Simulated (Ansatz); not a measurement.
# SiC (Moissanite 3C, F-43m) at temperature and pressure, part 3 of 3

Wanted: expansion, heat capacity and stiffness of SiC (Moissanite 3C) along isobars.

Ansatz 0.2.0; DFT RPBE, scalar-relativistic, plane waves, PAW.

So far, principal linear expansion coefficients at 298 K (× 1e-6/K): step 6 (phonons on strained cells, pressure 2 GPa) 2.58.

### Step 9. Phonons on strained cells, pressure 10 GPa

Thermal expansion follows from how the free energy of the vibrations (and of the electrons in a metal) changes with strain, so the program makes strained cells, their phonons and a fit in one run.

input.yaml reads:

```yaml
crystal:
  lattice:
    - [0.0, 2.1684264115, 2.1684264115]
    - [2.1684264115, 0.0, 2.1684264115]
    - [2.1684264115, 2.1684264115, 0.0]
  atoms:
    - { symbol: Si, position: [0.0, 0.0, 0.0] }
    - { symbol: C, position: [0.25, 0.25, 0.25] }
kpoints:
  mp_grid: { grid: [12, 12, 12] }
hamiltonian:
  xc: rpbe
scf:
  occupations: { method: fixed }
output:
  eigenvalues: true
phonons:
  method: dfpt
  qmesh: [4, 4, 4]
  temperatures: { t_max: 1200.0, t_step: 50 }
  thermal_expansion: { pressure: 10.0 }
```

On the command line:

```console
$ ansatz run input.yaml --threads 4 --pin off --max-ram 8192MiB --backend cpu --events-out ev --progress --plain --runs-dir out
```

Numbers of over 12 decimals in the logs are rounded to 6 here.

What it wrote:

```text
[...]
Crystal: 2 atoms, lattice volume = 20.392 Å³
Basis set: ecut = 487.2 eV, 531 PW (Γ), exchange–correlation on 48×48×48 points (8 copies of the dense FFT grid, shifted against one another)
Bands: 8, of which v1, the nominal top of the filled ones, is band 4 counted from 1 (3 counted from 0)
Symmetry: 24 space group operations
[...]
k-points: 72 of 1728 (time reversal used)
[...]
SCF iter   1: F=—  HF=-891.457122 eV  |F-HF|=—  |Δ(HF+E_count)|=         —  Δρ=3.10e-3  dr2=1.16e-3  ethr=1.77e-3  ⟨swp⟩=4.9  Hψ=4079  notcnv=0  defer=123
[...]
SCF iter   7: F=-891.456943 eV  HF=-891.456943 eV  |F-HF|=1.14e-13  |Δ(HF+E_count)|=  3.73e-10  Δρ=8.10e-8  dr2=1.23e-12  ethr=1.00e-12  ⟨swp⟩=7.0  Hψ=3282  notcnv=0
SCF 1 converged in 7 iterations: F = -891.456943 eV  dr2 = 1.23e-12
[...]
relax step   1: F+E_penalty+E_count = -891.45694305 eV  Δ(F+E_penalty+E_count) = +0.000e0 eV  max|allowed force component| = 4.441e-16 eV/Å  Δτ_max = 0.0000 Å  (7 SCF iters, accepted)
SCF converged after 7 iterations
Free energy (F): -891.456943 eV
[...]
Internal energy: -891.456943 eV  (E = F + TS)
E sigma→0 (E₀):  -891.456943 eV
Fermi energy:    9.766575 eV
[...]
--- Stress (GPa, compression-positive) ---
       10.001474       0.000000      -0.000000
        0.000000      10.001474       0.000000
       -0.000000       0.000000      10.001474
  P = ⅓ Tr σ = 10.0015 GPa (100.015 kbar)
--- Band table (eV; the first three rows and the last of 72) ---
[...]
── thermal expansion: 3 new cells, 3 in all ──
thermal expansion: relaxation of cell 2
thermal expansion: relaxation of cell 3
── thermal expansion: 2 new cells, 5 in all ──
thermal expansion: relaxation of cell 4
thermal expansion: lower-state search of cell 4
thermal expansion: phonons of cell 4
thermal expansion: relaxation of cell 5
thermal expansion: phonons of cell 5
── thermal expansion: 5 new cells, 10 in all ──
thermal expansion: relaxation of cell 6
thermal expansion: relaxation of cell 7
thermal expansion: relaxation of cell 8
thermal expansion: relaxation of cell 9
thermal expansion: relaxation of cell 10
thermal expansion: phonons of cell 6
thermal expansion: phonons of cell 7
--- Relaxed structure (1 steps of the walk, 1 accepted, 0 SCFs on fresh bases) ---
  F+E_penalty+E_count = -891.45694305 eV   max|allowed force component| = 4.441e-16 eV/Å
  atoms:
    - { symbol: Si, position: [0.0, 0.0, 0.0] }
    - { symbol: C, position: [0.25, 0.25, 0.25] }
--- Thermal expansion: 10 cells in 3 rounds, 10 GPa ---
  no lower state was reached at cell 4
  without vibrations: a 3.06662, b 3.06662, c 3.06662 Å, V 20.3923 Å³, B 244.01 GPa
  at 0 K: a 3.07417, b 3.07417, c 3.07417 Å, V 20.5433 Å³, B 239.87 GPa
  zero-point expansion: a +0.246, b +0.246, c +0.246, V +0.740 %
[...]
0.00    3.07417    3.07417    3.07417    20.5433 |    0.00    0.00    0.00    0.00 |    2.05 |     0.000     0.000 |   239.87   239.87
   150.00    3.07423    3.07423    3.07423    20.5444 |    0.48    0.48    0.48    1.44 |    3.76 |    10.388    10.388 |   239.73   239.75
   298.15    3.07480    3.07480    3.07480    20.5559 |    2.06    2.06    2.06    6.17 |       - |    26.754    26.720 |   238.75   239.05
   400.00    3.07559    3.07559    3.07559    20.5717 |    2.92    2.92    2.92    8.77 |    7.55 |    34.114    34.023 |   237.68   238.31
   550.00    3.07714    3.07714    3.07714    20.6028 |    3.71    3.71    3.71   11.12 |    9.05 |    40.426    40.226 |   235.87   237.03
   700.00    3.07896    3.07896    3.07896    20.6394 |    4.16    4.16    4.16   12.47 |   10.11 |    43.848    43.531 |   233.93   235.63
   850.00    3.08095    3.08095    3.08095    20.6795 |    4.44    4.44    4.44   13.32 |   10.90 |    45.871    45.435 |   231.93   234.15
  1000.00    3.08305    3.08305    3.08305    20.7218 |    4.63    4.63    4.63   13.90 |   11.50 |    47.169    46.614 |   229.90   232.64
  1150.00    3.08523    3.08523    3.08523    20.7658 |    4.78    4.78    4.78   14.34 |   11.99 |    48.062    47.389 |   227.85   231.09
  1200.00    3.08597    3.08597    3.08597    20.7807 |    4.82    4.82    4.82   14.46 |   12.13 |    48.302    47.588 |   227.16   230.57
[...]
vibrations' free energy: its fit passes through its cells
  the electrons' free energy at temperature is not in it: every band gap is over 1.24 eV
  free energies summed between the sampled wave vectors
[...]
band gaps on the cells' k-points are 1.325 to 1.394 eV
```

Wall time 4.5 min (4 threads of Intel Xeon Platinum 8488C (Sapphire Rapids), shared host); peak memory 1.2 GiB; 16 min of CPU time.

Numbers from this step:

- pressure: 10.00 GPa
- volume expansion coefficient at 298 K: 6.172 1e-6/K
- C_P at 298 K: 13.38 J/mol-atom/K
- entropy at 298 K: 8.428 J/mol-atom/K
- isothermal bulk modulus at 298 K: 238.8 GPa
- Grüneisen parameter at 298 K: 0.6827
- volume at 298 K: 10.28 Å³/atom
- principal linear expansion coefficients at 298 K: 2.057, 2.057, 2.057 1e-6/K

Strained cells of the study; zero-point energy where phonons were solved; the pressures are stresses at a fixed cutoff and can carry an offset from the finite basis. Expansion cells, by row:

| cell | \|a\| (Å) | \|b\| (Å) | \|c\| (Å) | V (Å³/atom) | E - E_lowest (meV/atom) | pressure, compression positive (GPa) | gap (eV) | zero-point energy (meV/atom) |
| --- | --- | --- | --- | --- | --- | --- | --- | --- |
| 1 | 3.067 | 3.067 | 3.067 | 10.2 | 13.77 | 9.995 | 1.356 | - |
| 2 | 3.091 | 3.091 | 3.091 | 10.44 | 2.744 | 4.417 | 1.379 | - |
| 3 | 3.042 | 3.042 | 3.042 | 9.955 | 33.3 | 16.09 | 1.331 | - |
| 4 | 3.067 | 3.067 | 3.067 | 10.2 | 13.65 | 9.952 | 1.356 | 111.9 |
| 5 | 3.082 | 3.082 | 3.082 | 10.35 | 5.822 | 6.404 | 1.371 | 110.2 |
| 6 | 3.076 | 3.076 | 3.076 | 10.29 | 8.739 | 7.883 | 1.365 | 111 |
| 7 | 3.093 | 3.093 | 3.093 | 10.47 | 2.159 | 3.941 | 1.382 | 109 |
| 8 | 3.036 | 3.036 | 3.036 | 9.897 | 39.41 | 17.67 | 1.325 | - |
| 9 | 3.052 | 3.052 | 3.052 | 10.05 | 24.82 | 13.7 | 1.341 | - |
| 10 | 3.107 | 3.107 | 3.107 | 10.6 | 0 | 1.152 | 1.394 | - |

Quasi-harmonic; a, b, c are the run's own cell vectors. Expansion, by row:

| T (K) | a (Å) | b (Å) | c (Å) | alpha (deg) | beta (deg) | gamma (deg) | cell volume (Å³/cell) | alpha_a (1e-6/K) | alpha_b (1e-6/K) | alpha_c (1e-6/K) | alpha_V (1e-6/K) | C_P (J/mol-atom/K) | C_V (J/mol-atom/K) | S (J/mol-atom/K) | B_T (GPa) | B_S (GPa) | Grueneisen | extrapolation | fit error (1e-6/K) |
| --- | --- | --- | --- | --- | --- | --- | --- | --- | --- | --- | --- | --- | --- | --- | --- | --- | --- | --- | --- |
| 0 | 3.074 | 3.074 | 3.074 | 60 | 60 | 60 | 20.54 | 0 | 0 | 0 | 0 | 0 | 0 | 0 | 239.9 | 239.9 | - | 0 | 0 |
| 50 | 3.074 | 3.074 | 3.074 | 60 | 60 | 60 | 20.54 | 0.01 | 0.01 | 0.01 | 0.04 | 0.264 | 0.264 | 0.076 | 239.9 | 239.9 | 0.236 | 0 | 0 |
| 100 | 3.074 | 3.074 | 3.074 | 60 | 60 | 60 | 20.54 | 0.15 | 0.15 | 0.15 | 0.44 | 2.252 | 2.252 | 0.764 | 239.8 | 239.8 | 0.292 | 0 | 0 |
| 150 | 3.074 | 3.074 | 3.074 | 60 | 60 | 60 | 20.54 | 0.48 | 0.48 | 0.48 | 1.44 | 5.194 | 5.194 | 2.223 | 239.7 | 239.8 | 0.41 | 0 | 0 |
| 200 | 3.074 | 3.074 | 3.074 | 60 | 60 | 60 | 20.55 | 0.98 | 0.98 | 0.98 | 2.94 | 8.225 | 8.222 | 4.134 | 239.5 | 239.6 | 0.53 | 0 | 0 |
| 250 | 3.075 | 3.075 | 3.075 | 60 | 60 | 60 | 20.55 | 1.54 | 1.54 | 1.54 | 4.63 | 11.04 | 11.03 | 6.278 | 239.2 | 239.3 | 0.621 | 0 | 0 |
| 298.1 | 3.075 | 3.075 | 3.075 | 60 | 60 | 60 | 20.56 | 2.06 | 2.06 | 2.06 | 6.17 | 13.38 | 13.36 | 8.428 | 238.8 | 239.1 | 0.683 | 0 | 0.01 |
| 300 | 3.075 | 3.075 | 3.075 | 60 | 60 | 60 | 20.56 | 2.08 | 2.08 | 2.08 | 6.23 | 13.46 | 13.44 | 8.511 | 238.7 | 239 | 0.685 | 0 | 0.01 |
| 350 | 3.075 | 3.075 | 3.075 | 60 | 60 | 60 | 20.56 | 2.54 | 2.54 | 2.54 | 7.61 | 15.45 | 15.42 | 10.74 | 238.2 | 238.7 | 0.728 | 0 | 0.01 |
| 400 | 3.076 | 3.076 | 3.076 | 60 | 60 | 60 | 20.57 | 2.92 | 2.92 | 2.92 | 8.77 | 17.06 | 17.01 | 12.91 | 237.7 | 238.3 | 0.759 | 0 | 0.01 |
| 450 | 3.076 | 3.076 | 3.076 | 60 | 60 | 60 | 20.58 | 3.24 | 3.24 | 3.24 | 9.71 | 18.34 | 18.28 | 15 | 237.1 | 237.9 | 0.781 | 0 | 0.01 |
| 500 | 3.077 | 3.077 | 3.077 | 60 | 60 | 60 | 20.59 | 3.5 | 3.5 | 3.5 | 10.49 | 19.38 | 19.3 | 16.99 | 236.5 | 237.5 | 0.797 | 0 | 0.01 |
| 550 | 3.077 | 3.077 | 3.077 | 60 | 60 | 60 | 20.6 | 3.71 | 3.71 | 3.71 | 11.12 | 20.21 | 20.11 | 18.87 | 235.9 | 237 | 0.809 | 0 | 0.01 |
| 600 | 3.078 | 3.078 | 3.078 | 60 | 60 | 60 | 20.61 | 3.88 | 3.88 | 3.88 | 11.65 | 20.89 | 20.78 | 20.66 | 235.2 | 236.6 | 0.819 | 0 | 0.01 |
| 650 | 3.078 | 3.078 | 3.078 | 60 | 60 | 60 | 20.63 | 4.03 | 4.03 | 4.03 | 12.1 | 21.46 | 21.32 | 22.36 | 234.6 | 236.1 | 0.827 | 0 | 0.01 |
| 700 | 3.079 | 3.079 | 3.079 | 60 | 60 | 60 | 20.64 | 4.16 | 4.16 | 4.16 | 12.47 | 21.92 | 21.77 | 23.97 | 233.9 | 235.6 | 0.833 | 0 | 0.01 |
| 750 | 3.08 | 3.08 | 3.08 | 60 | 60 | 60 | 20.65 | 4.27 | 4.27 | 4.27 | 12.8 | 22.32 | 22.14 | 25.49 | 233.3 | 235.1 | 0.838 | 0 | 0.01 |
| 800 | 3.08 | 3.08 | 3.08 | 60 | 60 | 60 | 20.67 | 4.36 | 4.36 | 4.36 | 13.07 | 22.65 | 22.45 | 26.94 | 232.6 | 234.7 | 0.843 | 0 | 0.01 |
| 850 | 3.081 | 3.081 | 3.081 | 60 | 60 | 60 | 20.68 | 4.44 | 4.44 | 4.44 | 13.32 | 22.93 | 22.72 | 28.33 | 231.9 | 234.2 | 0.847 | 0 | 0.01 |
| 900 | 3.082 | 3.082 | 3.082 | 60 | 60 | 60 | 20.69 | 4.51 | 4.51 | 4.51 | 13.54 | 23.18 | 22.94 | 29.64 | 231.3 | 233.7 | 0.85 | 0 | 0.01 |
| 950 | 3.082 | 3.082 | 3.082 | 60 | 60 | 60 | 20.71 | 4.58 | 4.58 | 4.58 | 13.73 | 23.4 | 23.14 | 30.9 | 230.6 | 233.2 | 0.853 | 0 | 0.01 |
| 1000 | 3.083 | 3.083 | 3.083 | 60 | 60 | 60 | 20.72 | 4.63 | 4.63 | 4.63 | 13.9 | 23.58 | 23.31 | 32.11 | 229.9 | 232.6 | 0.856 | 0 | 0.01 |
| 1050 | 3.084 | 3.084 | 3.084 | 60 | 60 | 60 | 20.74 | 4.69 | 4.69 | 4.69 | 14.06 | 23.75 | 23.45 | 33.26 | 229.2 | 232.1 | 0.858 | 0 | 0.01 |
| 1100 | 3.084 | 3.084 | 3.084 | 60 | 60 | 60 | 20.75 | 4.74 | 4.74 | 4.74 | 14.21 | 23.9 | 23.58 | 34.37 | 228.5 | 231.6 | 0.86 | 0 | 0.02 |
| 1150 | 3.085 | 3.085 | 3.085 | 60 | 60 | 60 | 20.77 | 4.78 | 4.78 | 4.78 | 14.34 | 24.03 | 23.69 | 35.44 | 227.8 | 231.1 | 0.862 | 0 | 0.02 |
| 1200 | 3.086 | 3.086 | 3.086 | 60 | 60 | 60 | 20.78 | 4.82 | 4.82 | 4.82 | 14.46 | 24.15 | 23.79 | 36.46 | 227.2 | 230.6 | 0.864 | 0 | 0.02 |

The expansion coefficient by temperature; values in 1e-6/K:

| temperature (K) | volume | principal 1 |
| --- | --- | --- |
| 0 | 0 | 0 |
| 50 | 0.04 | 0.01 |
| 100 | 0.44 | 0.15 |
| 150 | 1.44 | 0.48 |
| 200 | 2.94 | 0.98 |
| 250 | 4.63 | 1.54 |
| 298 | 6.17 | 2.06 |
| 300 | 6.23 | 2.08 |
| 350 | 7.61 | 2.54 |
| 400 | 8.77 | 2.92 |
| 450 | 9.71 | 3.24 |
| 500 | 10.5 | 3.5 |
| 550 | 11.1 | 3.71 |
| 600 | 11.7 | 3.88 |
| 650 | 12.1 | 4.03 |
| 700 | 12.5 | 4.16 |
| 750 | 12.8 | 4.27 |
| 800 | 13.1 | 4.36 |
| 850 | 13.3 | 4.44 |
| 900 | 13.5 | 4.51 |
| 950 | 13.7 | 4.58 |
| 1000 | 13.9 | 4.63 |
| 1050 | 14.1 | 4.69 |
| 1100 | 14.2 | 4.74 |
| 1150 | 14.3 | 4.78 |
| 1200 | 14.5 | 4.82 |

Changing the pressure (2 → 10 GPa) takes the volume expansion at 298 K from 7.74 to 6.17 × 10⁻⁶/K and B_T from 208 to 239 GPa.

### Step 10. Results

* settings of these figures: RPBE, 487.2 eV, k 12×12×12, q 4×4×4, 2 GPa
* volume expansion coefficient at 298 K: 7.74 1e-6/K
* C_P at 298 K: 13.86 J/mol-atom/K
* entropy at 298 K: 8.777 J/mol-atom/K
* isothermal bulk modulus at 298 K: 208 GPa
* Grüneisen parameter at 298 K: 0.7463
* volume at 298 K: 10.65 Å³/atom
* principal linear expansion coefficients at 298 K: 2.58, 2.58, 2.58 1e-6/K

What this shows: Near room temperature and at 2 GPa SiC (Moissanite 3C) expands by 7.74 × 10⁻⁶/K in volume by RPBE, with C_P = 13.9 J/(mol K) per mole of atoms and B_T = 208 GPa. C_P at room temperature is 56 % of the classical 3R an atom, so the stiffest modes are still partly frozen out. Going from 2 to 10 GPa changes the volume expansion at 298 K from 7.74 to 6.17 × 10⁻⁶/K; since α = γC_V/(B V), it follows the bulk modulus (208 → 239 GPa) and the Grüneisen parameter (0.75 → 0.68). The interpolation has no quadrupole term, so branches near the zone centre are less sure, since this crystal has sites that are not centres of inversion. The PAW files were made for PBE and are used here under another functional, for which the program regenerates the frozen cores.

[Logs are printed without paths, hosts, clocks, repeated set-up lines and the standing remarks that a program may print on its own settings, such as how far it seeks lower states.]

[Hosts, paths, dates, database ids (printed as entryN), source tags and the programs' standing remarks are cut or masked in the printed files.]

[A step with changed settings may run another functional than the one named; its input shows which.]
